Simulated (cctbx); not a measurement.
## Cs2CrMo3S8 with cctbx, script by script

Library: cctbx 2025.11.

## 1. Energy scan

run.py:

```python
from cctbx import adptbx, crystal, miller, xray
from cctbx.array_family import flex
from cctbx.eltbx import sasaki

cs = crystal.symmetry(unit_cell=(8.022, 8.034, 8.0559, 119.8106, 90.4669, 118.91), space_group_symbol='Hall: -P 1')  # P-1
atoms = [  # label, site, U (iso, or U11 U22 U33 U12 U13 U23 in A^2), occupancy
    ("Cs1", (0.5, 0.5, 0.5), (0.0161, 0.0213, 0.0182, 0.0107, 0.0105, 0.0140), 1),
    ("Cs2", (0.5, 0.5, 0), (0.0133, 0.0161, 0.0142, 0.0087, 0.0079, 0.0095), 1),
    ("Mo1", (0, 0, 0.5), (0.0209, 0.0155, 0.0178, 0.0097, 0.0069, 0.0098), 1),
    ("Mo2", (0, 0.5, 0.5), (0.0195, 0.0205, 0.0195, 0.0095, 0.0057, 0.0117), 1),
    ("Mo3", (0, 0.5, 0), (0.0183, 0.0126, 0.0161, 0.0089, 0.0052, 0.0096), 1),
    ("Cr1", (0, 0, 0), (0.0212, 0.0214, 0.0196, 0.0097, 0.0036, 0.0104), 1),
    ("S1", (0.7749, 0.5176, 0.2449), (0.0257, 0.0239, 0.0288, 0.0126, 0.0096, 0.0116), 1),
    ("S2", (0.7841, 0.0302, 0.7713), (0.0095, 0.0163, 0.0144, 0.0078, 0.0029, 0.0087), 1),
    ("S3", (0.7892, 0.537, 0.7682), (0.0197, 0.0257, 0.0189, 0.0152, 0.0075, 0.0156), 1),
    ("S4", (0.2079, 0.9866, 0.7357), (0.0225, 0.0184, 0.0188, 0.0119, 0.0087, 0.0133), 1),
]
xs = xray.structure(crystal_symmetry=cs)
for label, site, u, occ in atoms:
    u = adptbx.u_cif_as_u_star(cs.unit_cell(), u) if isinstance(u, tuple) else u
    xs.add_scatterer(xray.scatterer(label, site=site, u=u, occupancy=occ))
hkl = [(0, 0, 1), (1, 0, 1), (2, -1, 0), (1, -2, 0)]
ms = miller.set(cs, flex.miller_index(hkl + [tuple(-v for v in h) for h in hkl]), anomalous_flag=True)
print("E (eV)    f'(Mo)   f''   " + "".join("%16s" % ("|F|" + " ".join(map(str, h))) for h in hkl))
for e in [19400, 19750, 19880, 19940, 19970, 19985, 19992, 19996, 20004, 20008, 20015, 20030, 20060, 20150, 20400]:
    xs.set_inelastic_form_factors(12398.42 / e, "sasaki")
    t = sasaki.table("Mo").at_ev(e)
    f = flex.abs(ms.structure_factors_from_scatterers(xs, algorithm="direct").f_calc().data())
    n = len(hkl)
    print("%7.0f %7.2f %6.2f  " % (e, t.fp(), t.fdp()) + "".join("%9.1f/%6.1f" % (f[k], f[k + n]) for k in range(n)))
```

```console
$ python run.py
```

```text
E (eV)    f'(Mo)   f''           |F|0 0 1        |F|1 0 1       |F|2 -1 0       |F|1 -2 0
  19400   -3.07   0.57        8.1/   8.1     12.0/  12.0    106.5/ 106.5     16.8/  16.8
  19750   -3.86   0.55        7.3/   7.3     11.3/  11.3    105.7/ 105.7     14.5/  14.5
  19880   -4.56   0.54        6.7/   6.7     10.6/  10.6    105.0/ 105.0     12.5/  12.5
  19940   -5.23   0.54        6.0/   6.0     10.0/  10.0    104.3/ 104.3     10.6/  10.6
  19970   -5.90   0.54        5.3/   5.3      9.3/   9.3    103.6/ 103.6      8.6/   8.6
  19985   -6.57   0.54        4.7/   4.7      8.6/   8.6    103.0/ 103.0      6.7/   6.7
  19992   -7.17   0.54        4.1/   4.1      8.1/   8.1    102.4/ 102.4      5.0/   5.0
  19996   -7.82   0.54        3.4/   3.4      7.4/   7.4    101.8/ 101.8      3.2/   3.2
  20004   -8.16   3.69        4.4/   4.4      7.8/   7.8    101.6/ 101.6      8.2/   8.2
  20008   -7.36   3.69        5.0/   5.0      8.5/   8.5    102.4/ 102.4      9.0/   9.0
  20015   -6.66   3.69        5.5/   5.5      9.1/   9.1    103.0/ 103.0     10.1/  10.1
  20030   -5.93   3.69        6.2/   6.2      9.8/   9.8    103.8/ 103.8     11.6/  11.6
  20060   -5.21   3.68        6.8/   6.8     10.4/  10.4    104.5/ 104.5     13.2/  13.2
  20150   -4.25   3.64        7.6/   7.6     11.3/  11.3    105.4/ 105.4     15.5/  15.5
  20400   -3.21   3.56        8.6/   8.6     12.3/  12.3    106.3/ 106.3     18.1/  18.1
```

Run time: 0.52 s on 1 thread of Arm Neoverse N1, with other jobs on the host, peak memory 0.07 GiB.

[Logs are printed without paths, hosts, clocks, repeated set-up lines and the standing remarks that a program may print on its own settings, such as how far it seeks lower states.]
